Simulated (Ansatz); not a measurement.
# A hypothetical structure for BeIrI6, part 2 of 2

This structure for BeIrI6 is made up. Its elements were placed in a known structure type with a cell scaled to their sizes. What cell does the guess relax to, and how far off was it?

Ansatz 0.2.0; DFT, PBE, plane-wave PAW, files of the set soft_1, scalar-relativistic, no spin, cell and ions relaxed at zero pressure; PAW set soft_1 (the session's first sound run).

So far: Starting point; Relaxation of the guess. The relaxed cell has a = 6.878, c = 18.052 Å (conventional setting).

## Step 3: Electronic structure of the relaxed cell

With the geometry fixed, one more self-consistent run, with a narrower smearing and the mesh shown in its input, gives the bands, and its pressure, and its forces where symmetry allows any, show how far the geometry depends on these settings.

This step: DFT, PBE, plane-wave PAW, files of the set soft_1, scalar-relativistic, no spin, bands and density of states at the relaxed cell; PAW set soft_1 (Ansatz 0.2.0).

input.yaml reads:

```yaml
crystal:
  lattice:
    - [3.4388860545, 1.9854417891, 6.0173447718]
    - [-3.4388860545, 1.9854417891, 6.0173447718]
    - [0.0, -3.9708835787, 6.0173447717]
  atoms:
    - { symbol: Ir, position: [0.0, 0.0, 0.0] }
    - { symbol: I, position: [0.753168585, 0.4054118617, 0.0946554647] }
    - { symbol: I, position: [0.5945881383, 0.9053445353, 0.246831415] }
    - { symbol: I, position: [0.9053445353, 0.246831415, 0.5945881383] }
    - { symbol: I, position: [0.246831415, 0.5945881383, 0.9053445353] }
    - { symbol: I, position: [0.0946554647, 0.753168585, 0.4054118617] }
    - { symbol: I, position: [0.4054118617, 0.0946554647, 0.753168585] }
    - { symbol: Be, position: [0.5, 0.5, 0.5] }
kpoints:
  mp_grid: { grid: [6, 6, 6] }
  band_path:
    path:
      - [[0.0, 0.0, 0.0], [0.5, 0.0, 0.0], [0.5, 0.23924605, -0.23924605]]
      - [[0.76075395, 0.5, 0.23924605], [0.5, 0.5, 0.5], [0.0, 0.0, 0.0], [0.36962302, 0.0, -0.36962302]]
      - [[0.63037698, 0.36962302, 0.0], [0.5, 0.5, 0.0], [0.63037698, 0.63037698, 0.23924605], [0.5, 0.5, 0.5]]
      - [[0.5, 0.0, 0.0], [0.76075395, 0.36962302, 0.36962302]]
    npoints: 8
scf:
  occupations: { method: fermi_dirac, width: 0.03 }
  n_extra_bands: 12
hamiltonian:
  xc: pbe
  pseudopotentials: { kind: paw, azcp: { folder: soft_1 } }
output:
  forces: true
  stress: true
  write_bands: true
  dos: { projected: true }
  write_density: true
  write_potential: true
  elf: true
  volumetric_format: npy
```

Launch:

```
> ansatz run input.yaml --threads 4 --pin off --max-ram 10240MiB --backend cpu --events-out ev --progress --plain --runs-dir out
```

Numbers of over 12 decimals in the logs are rounded to 6 here.

Output:

```text
[...]
Crystal: 8 atoms, lattice volume = 246.508 Å³
Basis set: ecut = 420 eV, 4833 PW (Γ), exchange–correlation on 100×100×100 points (8 copies of the dense FFT grid, shifted against one another)
Bands: 73, of which v1, the nominal top of the filled ones, is band 61 counted from 1 (60 counted from 0)
Symmetry: 6 space group operations
[...]
k-points: 40 of 216
[...]
SCF iter   1: F=—  HF=-57111.608715 eV  |F-HF|=—  |Δ(HF+E_count)|=         —  Δρ=6.10e-2  dr2=2.39e1  ethr=3.10e-3  ⟨swp⟩=8.9  Hψ=12663  notcnv=0  defer=34
[...]
SCF iter   9: F=-57107.871023 eV  HF=-57107.871023 eV  |F-HF|=9.24e-9  |Δ(HF+E_count)|=   2.16e-7  Δρ=2.31e-6  dr2=8.93e-9  ethr=8.26e-11  ⟨swp⟩=20.4  Hψ=23715  notcnv=0
SCF 1 converged in 9 iterations: F = -57107.871023 eV  dr2 = 8.93e-9
[...]
NSCF: frozen V_eff on 76 k-points
SCF converged after 9 iterations
Free energy (F): -57107.871023 eV
[...]
Internal energy: -57107.844772 eV  (E = F + TS)
E sigma→0 (E₀):  -57107.857898 eV
Entropy (-TS):   -0.026251 eV (-3.281 meV/atom)
Fermi energy:    7.956368 eV
[...]
--- Forces (eV/Å), atoms counted from 1 ---
  atom   1  Ir     0.00000000     0.00000000     0.00000000
  atom   2  I     -0.00313621     0.00501629    -0.00153132
  atom   3  I     -0.00591234    -0.00020789     0.00153132
  atom   4  I      0.00277613     0.00522418     0.00153132
  atom   5  I      0.00313621    -0.00501629     0.00153132
  atom   6  I     -0.00277613    -0.00522418    -0.00153132
  atom   7  I      0.00591234     0.00020789    -0.00153132
  atom   8  Be     0.00000000     0.00000000     0.00000000
  max |Σ_I F_I| component: 4.34e-18 eV/Å
--- Stress (GPa, compression-positive) ---
       -0.003220      -0.000000      -0.000000
        0.000000      -0.003220       0.000000
       -0.000000       0.000000      -0.046449
  P = ⅓ Tr σ = -0.0176 GPa (-0.176 kbar)
--- Band table (eV; the first three rows and the last of 40) ---
  k-point 0: bands = [... 57 lower, 7.4882, 7.5992, 7.5992, 8.0881, 9.5191, 9.5191, 10.4603, 12.0127, ... 8 higher]
  k-point 1: bands = [... 57 lower, 7.2962, 7.5530, 7.6145, 8.0017, 9.4135, 9.4762, 10.6450, 12.1307, ... 8 higher]
  k-point 2: bands = [... 57 lower, 7.0835, 7.3827, 7.5871, 7.9890, 9.1458, 9.4268, 10.7342, 11.6721, ... 8 higher]
  k-point 39: bands = [... 57 lower, 7.2957, 7.2957, 7.5402, 7.5402, 9.1750, 9.1750, 10.8011, 11.2892, ... 8 higher]
```

Wall time 20 s (4 threads of Arm Neoverse V2, shared host); peak memory 1.3 GiB; 77 s of CPU time.

Reading the cycles: dr2 is the Hartree energy of the density residual (eV), the measure of convergence; HF is the Harris–Foulkes estimate of the energy, which meets the free energy F at convergence.

This step gave:

```
free energy             : -57107.8710 eV
energy at zero smearing : -57107.8579 eV
smearing term TS        : 0.02625 eV
pressure                : -0.01763 GPa
```

From bands.tsv, the bands that come nearest the Fermi level along the path, at its corners, in eV from the Fermi level:

```tsv
point	band 57	band 58	band 59	band 60	band 61	band 62	band 63	band 64
Γ	-0.47	-0.47	-0.36	-0.36	0.13	1.56	1.56	2.50
L	-1.07	-1.01	-0.77	-0.39	0.08	1.01	1.46	2.77
B1	-1.06	-0.93	-0.54	-0.26	-0.05	1.13	1.26	3.33
B	-1.06	-0.93	-0.54	-0.26	-0.05	1.13	1.26	3.33
Z	-0.75	-0.66	-0.66	-0.42	-0.42	1.22	1.22	2.84
Γ	-0.47	-0.47	-0.36	-0.36	0.13	1.56	1.56	2.50
X	-1.04	-0.86	-0.62	-0.30	0.02	1.17	1.43	3.15
Q	-1.04	-0.86	-0.62	-0.30	0.02	1.17	1.43	3.15
F	-1.11	-1.06	-0.57	-0.51	0.06	1.12	1.56	3.59
P1	-1.12	-0.99	-0.71	-0.24	-0.01	1.06	1.22	3.44
Z	-0.75	-0.66	-0.66	-0.42	-0.42	1.22	1.22	2.84
L	-1.07	-1.01	-0.77	-0.39	0.08	1.01	1.46	2.77
P	-1.12	-0.99	-0.71	-0.24	-0.01	1.06	1.22	3.44
```

Counts of states for the cell as run, both spins, by energy window (eV from the Fermi level):

```
from  to  total
  -8  -7   0.00
  -7  -6   0.10
  -6  -5   3.08
  -5  -4   5.70
  -4  -3   8.40
  -3  -2   5.89
  -2  -1  10.42
  -1   0   7.31
   0   1   1.22
   1   2   3.88
   2   3   1.08
   3   4   2.53
   4   5   3.23
   5   6   4.10
```

A further 80.0 states lie below the table's range.

Electrostatic potential energy in the ac plane of the cell as run, not the conventional one, at fractional y = 0.000, with atoms of Ir within 0.2 Å of it. With pseudopotentials it is smooth inside the atoms' cores, unlike the true potential.

Values in eV, 11 rows by 16 columns, each cell a mean:
```
-42 -43 -18   5   4  -3  -3   5  11  12  12  12  11   9  -4 -32
 -9 -15  -5   5   1 -23 -31 -25  -7   9  12  13  12  12  10   5
  9   9   9  10   8  -7 -29 -28 -30  -4  10  12  13  12  11  10
  9  10  11  12  12  10   1 -14 -18  -4   8  12  13  12  11  10
 11  11  12  12  13  13  12  10   9   9  10  12  13  13  12  12
 12  12  12  13  12  12  12  12  12  12  12  13  13  12  12  12
 11  12  13  13  12  11   8   4   6   9  12  13  12  12  11  10
  9  10  12  13  12  10   2 -20 -26 -17   2  10  12  12  11  10
  9  10  11  12  13  12   7 -15 -29 -28 -26   0   9   8   6   7
-12   5  11  12  13  13  12   7  -9 -24 -26  -7   5  -2 -23 -27
-42 -28   1  10  11  11  12  12  11   7   4   5   8  -1 -34 -43
```
Columns run along a (7.2 Å; values clipped at the 3rd and 97th percentile), rows up along c (7.2 Å). Atoms in or near the plane, at fractional coordinates: Ir at (0.00, 0.00).

Valence density in the ac plane of the cell as run, not the conventional one, at fractional y = 0.000, with atoms of Ir within 0.2 Å of it. It is the smooth field of the valence electrons, not physical close to the nuclei.

Ten steps, logarithmic in the rise over the least value, from '_' (0.0 e/Å³) to '@' (9.4 e/Å³), each cell a mean:
```
@@@@##==--------::::..____......::--**@@
%%%%##++----======--::..________..::==**
++****==----==**##++==::..________..::--
--------::--==**%%%%++--::________....::
::::::::..::--++%%%%##==::..______....::
::..........::--++****==--..______....::
::....______..::--======--..________..::
......__________..::----::..________....
......____________....::....__________..
....____________________________________
..____________........______________....
....__________..::::::..__________......
::....______..::--====--::..______....::
::....______..::==++++++--::..____....::
::::..________::--++####++--::........::
::::..________..--++##%%##==--::::::--::
--::....________::--++####++==----==++==
**==::..________..::--++++====----++####
@@##==::..________..::------------**%%@@
@@@@**--::..............::::::::--++%%@@
```
Columns run along a (7.2 Å), rows up along c (7.2 Å). Atoms in or near the plane, at fractional coordinates: Ir at (0.00, 0.00).

ELF in the ac plane of the cell as run, not the conventional one, at fractional y = 0.000, with atoms of Ir within 0.2 Å of it. It is the smooth field of the valence electrons, not physical close to the nuclei.

Ten even steps from '_' (0.02) to '@' (0.79), each cell a mean:
```
****++--==**%%@@@@##--..::==--::::--**##
####**--==######%%@@%%==________..::==++
==****--==##**++++##@@%%==______..::----
----==----**##++====##@@##::____..--==--
==--::::::==##**====**%%@@==____::++++++
++--::....::**%%##****%%@@**..__::++####
##++--..____::##@@%%%%@@@@##::____--##%%
####==..______::##@@@@@@@@##::____..--**
==++==::________..==##%%%%++..______..::
..::::..______........::--..______......
::..________..++**++--..________..--==--
++--..______--%%@@@@%%**::______..--**##
%%##==..____==%%@@@@@@@@##--______::++##
####**--____==%%@@%%####%%##::____..--++
++****==..__::%%@@##++==**##++::::::::==
--====--..__..**@@%%++--==**##==--------
------::______::%%@@##++==**##++--==++==
++--::..________--%%@@%%****##**--==####
##**==::....::....--##@@@@%%##**----**##
++##++----==****==..::++%%%%**==--==****
```
Columns run along a (7.2 Å), rows up along c (7.2 Å). Atoms in or near the plane, at fractional coordinates: Ir at (0.00, 0.00).

## Step 4: Results

```json
{
 "space group, relaxed": "R-3",
 "conventional cell": "a = 6.878, b = 6.878, c = 18.052 Å; α = 90.0°, β = 90.0°, γ = 120.0°",
 "volume per atom": "30.81 Å³ (guess 41.20)"
}
```

BeIrI6 relaxes to R-3 with a = 6.878, b = 6.878 and c = 18.052 Å. The guessed volume was 34 % too large. The space group R-3 was held in the relaxation, so the end point is a stationary structure within it and may be a saddle against distortions or other arrangements. Bands cross the Fermi level, so it is a metal or semimetal at this level. The electron count is odd, which forces that without spin polarisation or a larger cell. On the 6×6×6 mesh with the narrower smearing (relaxed on 5×5×5) the largest force component is 0.006 eV/Å and the largest stress component is 0.046 GPa, within the relaxation's thresholds of 0.015 eV/Å and 0.05 GPa. The cutoff wasn't tested. A vector of the cell changed its length by 11 %, more than the volume shows. Spin-orbit coupling is left out, which can matter for elements this heavy. No dispersion term is used, so weakly bound directions may come out too long. The runs have no spin, and magnetism wasn't tested. Nothing here tests whether the compound is stable against decomposition.

[Logs are printed without paths, hosts, clocks, repeated set-up lines and the standing remarks that a program may print on its own settings, such as how far it seeks lower states.]

[Hosts, paths, dates, database ids (printed as entryN), source tags and the programs' standing remarks are cut or masked in the printed files.]
